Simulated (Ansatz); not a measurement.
In doubt: masses and optical values from hybrid runs of this build are listed as unsure, which bears on the screening that GW takes from such a start.

Rows from a G0W0 calculation on KI (Fm-3m) (Ansatz 0.2.0; G0W0 on HSE06, plane waves, PAW; 4×4×4 mesh, 263 empty bands, screening to 120 eV), in eV. Spin-orbit coupling is left out.

```
row  k  band  start       Σx  Σc at the solution      Vxc
  A  Γ    c1  6.516   -4.189              -2.912   -7.493
  B  Γ    v1  1.551  -17.327               1.233  -14.895
  C  Γ    c2  9.192   -3.636              -3.056   -7.444
```

**Question.** Work out each quasiparticle level and how far it moved.

The quasiparticle equation reads E = start + Σx + Σc(E) − Vxc.

```
row  E (eV)  shift (eV)
  A   6.908      +0.392
  B   0.351      −1.199
  C   9.944      +0.752
```

Limits: not at the basis limit; no spin-orbit coupling.

[Paths, hosts, dates, memory and timing lines, banners, echoed tables and standing remarks are left out of the program output.]

[Logs are printed without paths, hosts, clocks, repeated set-up lines and the standing remarks that a program may print on its own settings, such as how far it seeks lower states.]

[Runs of the session that timed out or met a known fault of the program may be left out.]

[Cells called generated may have been cut or substituted from an entry of the Crystallography Open Database or the Materials Project.]

[Hosts, paths, dates, database ids (printed as entryN), source tags and the programs' standing remarks are cut or masked in the printed files.]
